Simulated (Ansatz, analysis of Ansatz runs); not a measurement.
# Migration in Mg2TiO4 (Imma): V_O hop (2.7 Å), charge +2, part 2 of 4

Wanted: path and barrier of a jump of O in Mg2TiO4 (Imma) at charge +2. The case: V_O hop (2.7 Å), in a cell of 56 host atoms with 1 O taken out.

Ansatz 0.2.0; plane-wave PAW DFT, PBEsol; nudged elastic band between two relaxed defect structures at fixed charge in a uniform background.

So far: The structure; Relaxation of the start point, charge +2.

## Step 3: Relaxation of the end point, charge +2

Level of this step: plane-wave PAW DFT, PBEsol; relaxation of all atoms of a defect supercell at fixed charge in a uniform background (Ansatz).

The end point is relaxed in the same cell and settings, so that the two energies compare. Atoms more than 3.2 Å from the middle of the hop start where the first relaxation left them, the nearer ones on or close to their ideal places, with small random displacements.

qp2.end/input.yaml

```yaml
crystal:
  lattice:
    - [5.93160526, 5.95895149, 0.0]
    - [-5.93160526, 5.95895149, 0.0]
    - [0.0, 0.0, 8.47824647]
  atoms:
    - { symbol: Mg, position: [0.375, 0.375, 0.13611587] }
    - { symbol: Mg, position: [0.37748709, 0.8716821, 0.63976243] }
[... 5 atom lines left out ...]
    - { symbol: Mg, position: [0.75, 0.5, 0.25] }
[... 3 atom lines left out ...]
    - { symbol: Mg, position: [0.5, 0.75, 0.25] }
[... 2 atom lines left out ...]
    - { symbol: Mg, position: [0.6187769, 0.13890941, 0.35913539] }
[... 4 atom lines left out ...]
    - { symbol: Ti, position: [0.75, 0.75, 0.5] }
[... 3 atom lines left out ...]
    - { symbol: Ti, position: [0.5, 0.5, 0.5] }
[... 3 atom lines left out ...]
    - { symbol: O, position: [0.51287539, 0.73712461, 0.49805415] }
[... 6 atom lines left out ...]
    - { symbol: O, position: [0.737073, 0.512927, 0.498484] }
[... 3 atom lines left out ...]
    - { symbol: O, position: [0.74277191, 0.74277191, 0.27354562] }
[... 2 atom lines left out ...]
    - { symbol: O, position: [0.75722809, 0.25722809, 0.22645438] }
[... 5 atom lines left out ...]
    - { symbol: O, position: [0.49277191, 0.49277191, 0.72645438] }
[... 3 atom lines left out ...]
    - { symbol: O, position: [0.48712461, 0.26287539, 0.50194585] }
[... 2 atom lines left out ...]
    - { symbol: O, position: [0.97922542, 0.7702201, 0.50214133] }
total_charge: 2
basis:
  ecutwfc: 420
  xc_grid: 2
hamiltonian:
  xc: pbesol
kpoints:
  mp_grid: { grid: [1, 1, 1], shift: [0.25, 0.25, 0.25] }
scf:
  occupations: { method: fixed }
  max_iter: 150
output:
  forces: true
relax:
  f_tol: 0.02
  max_steps: 70
  random_displacement: { amplitude: 0.01, seed: 3846 }
```

Command:

```bash
> ansatz run input.yaml --threads 4 --pin off --max-ram 14131MiB --backend cpu --events-out ev --progress --plain --runs-dir out
```

Numbers of over 12 decimals in the logs are rounded to 6 here.

Log:

```text
[...]
Crystal: 55 atoms, lattice volume = 599.347 Å³
Basis set: ecut = 420 eV, 11701 PW (Γ), exchange–correlation on 120×120×120 points (8 copies of the dense FFT grid, shifted against one another)
Bands: 275, of which v1, the nominal top of the filled ones, is band 220 counted from 1 (219 counted from 0)
Symmetry: 1 space group operations
k-points: 1
[...]
SCF iter   1: F=—  HF=-67865.983441 eV  |F-HF|=—  |Δ(HF+E_count)|=         —  Δρ=1.59e-2  dr2=3.42e0  ethr=1.77e-3  ⟨swp⟩=5.0  Hψ=763  notcnv=0  defer=51
[...]
SCF iter  10: F=-67864.969248 eV  HF=-67864.969250 eV  |F-HF|=1.85e-6  |Δ(HF+E_count)|=   7.74e-7  Δρ=2.21e-5  dr2=3.15e-6  ethr=2.27e-9  ⟨swp⟩=4.0  Hψ=742  notcnv=0
SCF 1 converged in 10 iterations: F = -67864.969248 eV  dr2 = 3.15e-6
[...]
F+E_penalty+E_count = -67868.71069865 eV   max|allowed force component| = 1.121e-2 eV/Å
  atoms:
    - { symbol: Mg, position: [0.335617, 0.333340, 0.094032] }
    - { symbol: Mg, position: [0.375685, 0.871719, 0.634727] }
[...]
- { symbol: Mg, position: [0.775388, 0.499071, 0.255139] }
[...]
- { symbol: Mg, position: [0.501413, 0.773163, 0.255146] }
[...]
- { symbol: Ti, position: [0.758130, 0.755714, 0.498813] }
[...]
- { symbol: Ti, position: [0.506422, 0.504179, 0.538961] }
[...]
- { symbol: O, position: [0.507061, 0.726394, 0.491533] }
[...]
- { symbol: O, position: [0.728741, 0.504808, 0.491589] }
[...]
- { symbol: O, position: [0.733662, 0.731357, 0.269429] }
    [... 2 atoms left out ...]
    - { symbol: O, position: [0.756145, 0.263284, 0.227674] }
    [... 5 atoms left out ...]
    - { symbol: O, position: [0.494823, 0.492554, 0.746169] }
    [... 3 atoms left out ...]
    - { symbol: O, position: [0.491205, 0.271783, 0.502896] }
    [... 3 atoms left out ...]
[key lines of the parts left out:]
SCF converged after 7 iterations
Free energy (F): -67868.710699 eV
Fermi energy:    6.852930 eV
```

It took 64 s on 4 threads of Arm Neoverse V1, shared host; peak memory 1.1 GiB; 4 min of CPU time.

Relaxation path:

| step | energy less that of the first step (eV) | largest force component (eV/Å) |
| --- | --- | --- |
| 1 | 0.0000 | 5.4712 |
| 2 | -2.1803 | 1.8350 |
| 3 | -2.9006 | 0.5219 |
| 4 | -3.0910 | 0.4786 |
| 5 | -3.2877 | 0.6492 |
| 6 | -3.4935 | 0.5895 |
| 7 | -3.7118 | 0.2255 |
| 8 | -3.7402 | 0.0431 |
| 9 | -3.7415 | 0.0112 |

The atoms that moved most (Å, from the sites as typed, ahead of the random displacement):

| atom | dx | dy | dz | length |
| --- | --- | --- | --- | --- |
| Mg3 | -0.840 | -0.009 | -0.553 | 1.006 |
| Mg1 | 0.013 | -0.483 | -0.357 | 0.601 |
| Ti24 | 0.013 | 0.063 | 0.330 | 0.336 |
| Mg8 | 0.156 | 0.146 | 0.043 | 0.217 |
| Mg13 | -0.150 | -0.061 | -0.144 | 0.216 |
| Mg14 | 0.174 | 0.095 | 0.046 | 0.203 |
| Mg12 | -0.130 | 0.146 | 0.043 | 0.200 |
| Mg16 | -0.015 | 0.081 | 0.182 | 0.200 |

Neighbours of O35 at the end:

| atom | distance (Å) |
| --- | --- |
| Ti24 | 1.912 |
| Mg3 | 2.043 |
| Mg8 | 2.043 |
| Ti20 | 2.126 |
| O28 | 2.629 |
| O39 | 2.679 |
| O52 | 2.806 |
| O43 | 2.852 |

Numbers from this step:

```
free energy                                                                                       : -67868.7107 eV
r.m.s. move of the farther half of the atoms                                                      : 0.05070 Å
largest move from the ideal geometry of this structure, a common shift of the far atoms taken out : 0.6010 Å
```

The relaxation gained 3.741 eV and ended with a largest force component of 0.011 eV/Å. The end lies 0.169 eV below the start.

(Continued in part 3 of 4.)

[Logs are printed without paths, hosts, clocks, repeated set-up lines and the standing remarks that a program may print on its own settings, such as how far it seeks lower states.]

[Hosts, paths, dates, database ids (printed as entryN), source tags and the programs' standing remarks are cut or masked in the printed files.]
